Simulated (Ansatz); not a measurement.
**Where V_C (site 1) puts its levels in the gap of SiC (P6_3mc)**

Wanted: the transition levels of a vacancy in SiC (P6_3mc), from a cell of 108 host atoms with 1 C taken out.

Method: place-levels on r2SCAN runs: charge-transition levels and formation energies with image-charge correction and potential alignment at the atomic sites; PAW set soft_1, in Ansatz 0.2.0.

The experiments to compare with:

“Charge spill-out and work function of few-layer graphene on SiC(0001)” (2018, arxiv:1806.04908) quotes from earlier work for SiC, 6H (bulk crystal, literature): band gap (indirect gap, experimental literature value) 3.03 eV [Literature value cited in passing in the theory part; temperature and measurement method …].

## (1) The structure

The cell holds 107 atoms: 54 Si and 53 C. Cell: a = 9.236 Å, b = 9.236 Å, c = 15.108 Å, α = 90.0°, β = 90.0°, γ = 120.0°. It derives from SiC (space group P6_3mc). Nearest the centre at fractional (0.556, 0.444, 0.542): Si88 at 1.89 Å, Si53 at 1.89 Å, Si100 at 1.89 Å, Si51 at 1.89 Å, C47 at 3.08 Å, C94 at 3.08 Å, C106 at 3.08 Å, C11 at 3.08 Å.

Screening for the image-charge correction: ε∞ = (7.09, 7.09, 7.35), ε0 = (10.43, 10.43, 10.95), computed on the host (DFPT, PBEsol, on the r2SCAN cell), and a cell off the functional's own equilibrium shifts the ionic part.

The cell's shortest repeat is 9.2 Å.

## (2) What was run first

A transition level is the Fermi level at which two charge states cost the same, so each charge needs its own total energy, at its own relaxed structure.

Each atom starts 0.05 Å or so off its site in a random direction: a symmetric start keeps its symmetry, and would miss off-centre moves and Jahn–Teller distortions. Forces are taken at one point at (¼, ¼, ¼). The cell holds 2 electrons more than the neutral one, with a uniform background that keeps it neutral on the whole.

The sampling was tested on the host first: at the k-points planned (1x1x1 shifted 0.25 0.25 0.25) its energy lies -0.041 eV an atom from the dense-mesh value, a large miss, so this sampling is coarse for the host.

One state's input; the others differ in charge, spin, start and seed, and in occupations where the table says so.

qm2.relax/input.yaml reads:

```yaml
crystal:
  lattice:
    - [3.07866498, 0.0, 0.0]
    - [-1.53933249, 2.66620208, 0.0]
    - [0.0, 0.0, 15.1078644]
  atoms:
    - { symbol: Si, position: [0.33333333, 0.66666667, 0.8329854] }
    - { symbol: Si, position: [0.66666667, 0.33333333, 0.3329854] }
    - { symbol: Si, position: [0.66666667, 0.33333333, 0.66650102] }
    - { symbol: Si, position: [0.33333333, 0.66666667, 0.16650102] }
    - { symbol: Si, position: [0.0, 0.0, 0.49972248] }
    - { symbol: Si, position: [0.0, 0.0, 0.99972248] }
    - { symbol: C, position: [0.0, 0.0, 0.87436694] }
    - { symbol: C, position: [0.0, 0.0, 0.37436694] }
    - { symbol: C, position: [0.33333333, 0.66666667, 0.70799668] }
    - { symbol: C, position: [0.66666667, 0.33333333, 0.20799668] }
    - { symbol: C, position: [0.66666667, 0.33333333, 0.54152848] }
    - { symbol: C, position: [0.33333333, 0.66666667, 0.04152848] }
  supercell: [3, 3, 1]
  defects: [{ vacancy: 58 }]
total_charge: -2
basis:
  ecutwfc: 500
  xc_grid: 2
hamiltonian:
  xc: r2scan
  pseudopotentials: { kind: paw, azcp: { folder: soft_1 } }
kpoints:
  mp_grid: { grid: [1, 1, 1], shift: [0.25, 0.25, 0.25] }
scf:
  occupations: { method: fixed }
  max_iter: 60
output:
  forces: true
  charged_corrections:
    epsilon: [7.09, 7.09, 7.35]
    static_epsilon: [10.43, 10.43, 10.95]
relax:
  f_tol: 0.02
  max_steps: 80
  random_displacement: { amplitude: 0.05, seed: 7300 }
checkpoint:
  write: "../qm2.relax.run"
  compress: false
  write_wavefunctions: true
  write_every: 100000
```

Command:

```console
> ansatz run input.yaml --threads 4 --pin off --max-ram 15073MiB --backend cpu --events-out ev --progress --plain --runs-dir out
```

The relaxed structure is kept and the sampling changed to a 2×2×2 shifted mesh.

The run of this state that the levels use, under r2SCAN:

qm2.point/input.yaml reads:

```yaml
crystal:
  checkpoint: "../qm2.relax.run"
  host: checkpoint
total_charge: -2
basis:
  ecutwfc: 500
  xc_grid: 2
hamiltonian:
  xc: r2scan
  pseudopotentials: { kind: paw, azcp: { folder: soft_1 } }
kpoints:
  mp_grid: { grid: [2, 2, 2], shift: [0.5, 0.5, 0.5] }
scf:
  occupations: { method: fermi_dirac, width: 0.01 }
  max_iter: 60
output:
  forces: true
  eigenvalues: true
  charged_corrections:
    epsilon: [7.09, 7.09, 7.35]
    static_epsilon: [10.43, 10.43, 10.95]
    defect_position: [0.555556, 0.444444, 0.541528]
  eigenstates: { localisation: true }
  populations: true
  band_densities: [{ bands: [v1, v1] }, { bands: [c1, c1] }]
  write_density: true
  write_potential: true
  volumetric_format: npy
checkpoint:
  read: "../qm2.relax.run"
  write: "../qm2.point.run"
  compress: false
  write_wavefunctions: false
  write_every: 100000
```

Relaxations under r2SCAN at one point at (¼, ¼, ¼); times on 4 threads of Arm Neoverse V2, shared host:

```
charge  moment (μB)  occupations    outcome  steps  largest displacement against the far atoms (Å)     time
    −2            0        fixed  converged     10                                            0.67  3.8 min
    −2            2        fixed  converged     10                                            0.23   10 min
    −1            1        fixed  converged     16                                            0.41   18 min
     0            0        fixed  converged      7                                            0.25  2.9 min
     0            2        fixed  converged      7                                            0.11    8 min
    +1            1        fixed  converged      6                                            0.09  7.1 min
    +2            0        fixed  converged      5                                            0.15  2.5 min
    +2            2        fixed  converged     11                                            0.09   11 min
```

Single points under r2SCAN at a 2×2×2 shifted mesh; times on 4 threads of Arm Neoverse V2, shared host:

```
charge  moment (μB)  occupations    outcome     time
    −2            0  fermi-dirac  converged  2.9 min
    −2            2  fermi-dirac  converged  7.1 min
    −1            1  fermi-dirac  converged    8 min
     0            0  fermi-dirac  converged  2.9 min
     0            2  fermi-dirac  converged  8.1 min
    +1            1  fermi-dirac  converged  8.9 min
    +2            0  fermi-dirac  converged  2.7 min
    +2            2  fermi-dirac  converged   12 min
```

Distances (Å) from the ideal centre to the nearest atoms after relaxation with r2SCAN:

```
charge  moment (μB)       1.       2.       3.       4.      5.      6.
    −2            0  Si 1.22  Si 1.84  Si 1.85  Si 1.85  C 2.99  C 3.00
    −2            2  Si 1.69  Si 1.70  Si 1.70  Si 1.74  C 3.03  C 3.04
    −1            1  Si 1.50  Si 1.85  Si 1.85  Si 1.85  C 3.00  C 3.01
     0            0  Si 1.81  Si 1.82  Si 1.85  Si 1.88  C 2.92  C 2.95
     0            2  Si 1.83  Si 1.84  Si 1.85  Si 1.88  C 3.04  C 3.04
    +1            1  Si 1.92  Si 1.92  Si 1.93  Si 1.96  C 3.04  C 3.04
    +2            0  Si 1.97  Si 2.01  Si 2.02  Si 2.04  C 3.06  C 3.06
    +2            2  Si 1.91  Si 1.91  Si 1.93  Si 1.96  C 3.02  C 3.03
```

## (3) Levels against the band edges, r2SCAN

A charged cell interacts with its images and the background, and its potential has another zero than the host's. place-levels removes the first by a point-charge model, screened by the static dielectric constant since the ions have relaxed around the charge, and the second by comparing potentials at atoms far from the defect.

The host is a run of the defect-free crystal in the same cutoffs, grids and k-points, so that basis and sampling errors cancel in part in the differences. The host is run in a cell of 12 atoms on a matching mesh. Its band edges are searched through the zone by a band path, so the gap is smaller than, or equal to, that on the mesh. Chemical potentials are energies per atom of C (diamond), run with the same functional and cutoff. Carbon is taken as diamond, which semilocal functionals can put about 0.1 eV an atom over graphite.

levels.point.yaml reads:

```yaml
host:
  run: host.point.run
states: [qm2.point.run, qm2_M2.point.run, qm1_M1.point.run, q0.point.run, q0_M2.point.run, qp1_M1.point.run, qp2.point.run, qp2_M2.point.run]
geometry_from:
  qm2.point.run: qm2.relax.run
  qm2_M2.point.run: qm2_M2.relax.run
  qm1_M1.point.run: qm1_M1.relax.run
  q0.point.run: q0.relax.run
  q0_M2.point.run: q0_M2.relax.run
  qp1_M1.point.run: qp1_M1.relax.run
  qp2.point.run: qp2.relax.run
  qp2_M2.point.run: qp2_M2.relax.run
  host.point.run: host.relax.run
chemical_potentials:
  C:
    energy: -251.553391
    dataset: "<sha256 of the dataset>"
epsilon: [7.09, 7.09, 7.35]
static_epsilon: [10.43, 10.43, 10.95]
vertical:
  - { from: qm2.point.run, to: qm2.point_neutral.run }
  - { from: qm2_M2.point.run, to: qm2_M2.point_neutral.run }
  - { from: qm1_M1.point.run, to: qm1_M1.point_neutral.run }
  - { from: qp1_M1.point.run, to: qp1_M1.point_neutral.run }
  - { from: qp2.point.run, to: qp2.point_neutral.run }
  - { from: qp2_M2.point.run, to: qp2_M2.point_neutral.run }
```

Command:

```console
> ansatz place-levels levels.point.yaml -- --threads 4 --pin off --max-ram 15073MiB
```

Numbers of over 12 decimals in the logs are rounded to 6 here.

The program printed:

```text
[... repeated set-up lines and file paths are left out, and long positions are rounded to six places ...]
(+2/+1) 1.241 eV above the valence edge, 1.127 eV under the conduction edge
(+1/0) 1.407 eV above the valence edge, 0.961 eV under the conduction edge
(0/-1) 2.399 eV above the valence edge, in the conduction band; not on the lower envelope
(-1/-2) 2.334 eV above the valence edge, 0.034 eV under the conduction edge; not on the lower envelope
(0/-2) 2.366 eV above the valence edge, 0.002 eV under the conduction edge: charges between them are lowest nowhere
formation energy of charge +2: +2.414 eV with the Fermi level at the valence edge
formation energy of charge +1: +3.655 eV with the Fermi level at the valence edge
formation energy of charge 0: +5.062 eV with the Fermi level at the valence edge
formation energy of charge -1: +7.460 eV with the Fermi level at the valence edge
formation energy of charge -2: +9.794 eV with the Fermi level at the valence edge
vertical -2 to 0: no energy, since no alignment is typed
  the change from vertical[0].from (qm2.point.run) to vertical[0].to (qm2.point_neutral.run): by its potential at epsilon [7.09, 7.09, 7.35] it stands at 0.573 0.426 0.525, with an rms radius of about 2.6 Å (1.5 1.5 1.5 Å across the planes of the cell's [...]
vertical -2 to 0: no energy, since no alignment is typed
  the change from vertical[1].from (qm2_M2.point.run) to vertical[1].to (qm2_M2.point_neutral.run): by its potential at epsilon [7.09, 7.09, 7.35] it stands at 0.549 0.451 0.538, with an rms radius of about 2.4 Å (1.4 1.3 1.5 Å across the planes of the cell's [...]
vertical -1 to 0: no energy, since no alignment is typed
  the change from vertical[2].from (qm1_M1.point.run) to vertical[2].to (qm1_M1.point_neutral.run): by its potential at epsilon [7.09, 7.09, 7.35] it stands at 0.574 0.472 0.537, with an rms radius of about 2.6 Å (1.1 1.7 1.6 Å across the planes of the cell's [...]
vertical +1 to 0: no energy, since no alignment is typed
  the change from vertical[3].from (qp1_M1.point.run) to vertical[3].to (qp1_M1.point_neutral.run): by its potential at epsilon [7.09, 7.09, 7.35] it stands at 0.546 0.453 0.547, with an rms radius of about 2.8 Å (1.4 1.5 1.9 Å across the planes of the cell's [...]
vertical +2 to 0: no energy, since no alignment is typed
  the change from vertical[4].from (qp2.point.run) to vertical[4].to (qp2.point_neutral.run): by its potential at epsilon [7.09, 7.09, 7.35] it stands at 0.542 0.459 0.537, with an rms radius of about 3.2 Å (1.7 1.7 2.2 Å across the planes of the cell's [...]
vertical +2 to 0: no energy, since no alignment is typed
  the change from vertical[5].from (qp2_M2.point.run) to vertical[5].to (qp2_M2.point_neutral.run): by its potential at epsilon [7.09, 7.09, 7.35] it stands at 0.545 0.447 0.547, with an rms radius of about 5.2 Å (2.1 2.2 4.2 Å across the planes of the cell's [...]
  edges by r2scan, gap 2.368 eV; the host is sampled to repeats of 18.47 Å
  the defect's cells are sampled to repeats of 18.47 Å, like sampling
  charge +2: -47896.8339 eV with its correction of +0.425 eV, at epsilon [10.43, 10.43, 10.95], aligned at sites: -0.1206 eV, mean over 69 atomic sites at or beyond 4.62 Å from the host's site at [0.5553, 0.4447, 0.5416] by the defect at [0.5556, 0.4444, [...]
  charge +1: -47886.1587 eV with its correction of +0.067 eV, at epsilon [10.43, 10.43, 10.95], aligned at sites: -0.0994 eV, mean over 69 atomic sites at or beyond 4.62 Å from the host's site at [0.5553, 0.4447, 0.5416] by the defect at [0.5556, 0.4444, [...]
  charge 0: +0.000 eV for its dipole among its images, +0.030 omitted
  charge -1: -47863.4848 eV with its correction of +0.242 eV, at epsilon [10.43, 10.43, 10.95], aligned at sites: -0.0754 eV, mean over 69 atomic sites at or beyond 4.62 Å from the host's site at [0.5553, 0.4447, 0.5416] by the defect at [0.5556, 0.4444, [...]
  charge -2: -47851.7165 eV with its correction of +0.783 eV, at epsilon [10.43, 10.43, 10.95], aligned at sites: -0.0586 eV, mean over 69 atomic sites at or beyond 4.62 Å from the host's site at [0.5553, 0.4447, 0.5416] by the defect at [0.5556, 0.4444, [...]
  charge +2: states[7] (qp2_M2.point.run) stands 1.641 eV higher, with a moment of 2.00 μB against 0.00
  states[7] (qp2_M2.point.run): levels filled in part (TS 0.007 eV): its energy is of no whole electron's
  charge 0: states[4] (q0_M2.point.run) stands 0.203 eV higher, with a moment of 2.00 μB against 0.00
  charge -2: states[1] (qm2_M2.point.run) stands 0.239 eV higher, with a moment of 2.00 μB against 0.00
  of states[6] (qp2.point.run): it parts from the run at its places by a charge that spreads by about 1.7 Å along one vector (1.4 Å or more is wide), by its potential at epsilon [7.09, 7.09, 7.35], taken for that of held ions (one typed too small widens it), [...]
  of states[5] (qp1_M1.point.run): it parts from the run at its places by a charge that spreads by about 1.5 Å along one vector (1.4 Å or more is wide), by its potential at epsilon [7.09, 7.09, 7.35], taken for that of held ions (one typed too small widens [...]
  of states[2] (qm1_M1.point.run): it parts from the run at its places by a charge that spreads by about 1.7 Å along one vector (1.4 Å or more is wide), by its potential at epsilon [7.09, 7.09, 7.35], taken for that of held ions (one typed too small widens [...]
  of states[0] (qm2.point.run): it parts from the run at its places by a charge that spreads by about 1.5 Å along one vector (1.4 Å or more is wide), by its potential at epsilon [7.09, 7.09, 7.35], taken for that of held ions (one typed too small widens it), [...]
  of states[7] (qp2_M2.point.run): it parts from the run at its places by a charge that spreads by about 4.2 Å along one vector (2.6 Å or more is wide), by its potential at epsilon [7.09, 7.09, 7.35], taken for that of held ions (one typed too small widens [...]
  of states[4] (q0_M2.point.run): stability_check_not_made
  of states[1] (qm2_M2.point.run): it parts from the run at its places by a charge that spreads by about 1.4 Å along one vector (1.4 Å or more is wide), by its potential at epsilon [7.09, 7.09, 7.35], taken for that of held ions (one typed too small widens [...]
  of vertical[0].from (qm2.point.run): its sublattices stand up to 0.0329 Å off the host's, which by the two runs' forces adds about +0.02 eV to its energy against the host's, and moves the band edges: relax the crystal first, and build the cells on it; [...]
  of vertical[1].from (qm2_M2.point.run): stability_check_not_made; [...]
  of vertical[2].from (qm1_M1.point.run): its sublattices stand up to 0.0223 Å off the host's, which by the two runs' forces adds about +0.02 eV to its energy against the host's, and moves the band edges: relax the crystal first, and build the cells on it; [...]
  of vertical[3].from (qp1_M1.point.run): stability_check_not_made; [...]
  vertical[3].to (qp1_M1.point_neutral.run): levels filled in part (TS 0.001 eV): its energy is of no whole electron's
  of vertical[4].from (qp2.point.run): it parts from the run at its places by a charge that spreads by about 1.7 Å along one vector (1.4 Å or more is wide), by its potential at epsilon [7.09, 7.09, 7.35], taken for that of held ions (one typed too small [...]
  vertical[4].to (qp2.point_neutral.run): levels filled in part (TS 0.005 eV): its energy is of no whole electron's
  vertical[5].from (qp2_M2.point.run): levels filled in part (TS 0.007 eV): its energy is of no whole electron's
  of vertical[5].from (qp2_M2.point.run): its moments are held at its close (magnetization.spin_locking), by a field of 0.964 eV a Bohr magneton, and its energy and levels are of the state that this holds: a run that lets them go can end lower; [...]
```

The job ended after 1 s (4 threads of Arm Neoverse V2, shared host).

Under r2SCAN the gap is 2.37 eV, (+2/+1) 1.24, (+1/0) 1.41, (0/−1) 2.40 (outside the gap), (−1/−2) 2.33 eV; the steps are inverted, so the lowest state changes at (0/−2) 2.37 eV.

Levels between the charges placed, in eV above the valence top:

```
        gap (eV)  (+2/+1)  (+1/0)  (0/−1)  (−1/−2)
r2SCAN      2.37     1.24    1.41    2.40     2.33
```

Corrections by state:

```
charge  moment (μB)  image terms and alignment (eV)  band filling (eV)                                  ε used  over the lowest of its charge, as the program ranks them, band filling apart (eV)
    +2          0.0                           0.425                  -  principal values (10.43, 10.43, 10.95)                                                                              0.000
    +1          1.0                           0.067                  -  principal values (10.43, 10.43, 10.95)                                                                              0.000
     0          0.0                           0.000                  -                                       -                                                                              0.000
    −1          1.0                           0.242                  -  principal values (10.43, 10.43, 10.95)                                                                              0.000
    −2          0.0                           0.783                  -  principal values (10.43, 10.43, 10.95)                                                                              0.000
    +2          2.0                           0.207                  -  principal values (10.43, 10.43, 10.95)                                                                              1.641
     0          2.0                           0.000                  -                                       -                                                                              0.203
    −2          2.0                           0.761                  -  principal values (10.43, 10.43, 10.95)                                                                              0.239
```

The charged structures listed were also run neutral, and place-levels reads from each pair, by the potential or the spins, how wide the charge is by which they differ; that can be the carrier of either run.

```
charge  rms radius (Å)  spread where it is widest against the cell (Å)  wide from (Å)  reading
    +2             3.2                                            1.67           1.39     wide
    +1             2.8                                            1.49           1.39     wide
    −1             2.6                                            1.69           1.39     wide
    −2             2.6                                            1.51           1.39     wide
```

The neutral runs of these pairs need not share the spin of the lowest neutral state, and very wide values only mean spread over the cell.

From the program's caveats on the states, each cut to its opening words:

- charge +2, −1 (1 μB): it parts from the run at its places by a charge that spreads by about 1.7 Å along one vector (1.4 Å or more is wide), by its potential at epsilon [7.09, 7.09, [...]
- charge +1 (1 μB), −2: it parts from the run at its places by a charge that spreads by about 1.5 Å along one vector (1.4 Å or more is wide), by its potential at epsilon [7.09, 7.09, [...]
- charge +1 (1 μB): the host's ions (past the first shell or, of a walk that freed a part, those that it held) aren't shown at rest: they stand up to 0.047 Å off their sites, 0.53 [...]
- charge +1 (1 μB), −1 (1 μB), +2 (2 μB), 0 (2 μB), −2 (2 μB): flagged: stability check not made
- charge −1 (1 μB): its sublattices stand up to 0.0223 Å off the host's, which by the two runs' forces adds about +0.02 eV to its energy against the host's, and moves the band [...]
- charge −2: its sublattices stand up to 0.0329 Å off the host's, which by the two runs' forces adds about +0.02 eV to its energy against the host's, and moves the band [...]
- charge +2 (2 μB): it parts from the run at its places by a charge that spreads by about 4.2 Å along one vector (2.6 Å or more is wide), by its potential at epsilon [7.09, 7.09, [...]
- charge +2 (2 μB): its alignment with the host at atomic sites is doubtful: the mean over the far sites moves by +0.1299 eV from their farther parts to their nearer, more than [...]
- charge +2 (2 μB): the host's ions (past the first shell or, of a walk that freed a part, those that it held) aren't shown at rest: they stand up to 0.060 Å off their sites, 0.24 [...]
- charge +2 (2 μB): its moments are held at its close (magnetization.spin_locking), by a field of 0.964 eV a Bohr magneton, and its energy and levels are of the state that this [...]
- charge −2 (2 μB): it parts from the run at its places by a charge that spreads by about 1.4 Å along one vector (1.4 Å or more is wide), by its potential at epsilon [7.09, 7.09, [...]

(Continued in part 2 of 2.)

[Logs are printed without paths, hosts, clocks, repeated set-up lines and the standing remarks that a program may print on its own settings, such as how far it seeks lower states.]

[Hosts, paths, dates, database ids (printed as entryN), source tags and the programs' standing remarks are cut or masked in the printed files.]

[Where a table of states has a column of steps, it counts the stored structures, which are thinned; the runs took as many ionic steps or more.]

[A defect's name tells the site on which it was built; relaxed atoms can leave that site.]

[For some hosts the program warned that the k-mesh of the response run may be too coarse for force constants and the static dielectric constant; such warnings are not shown here.]
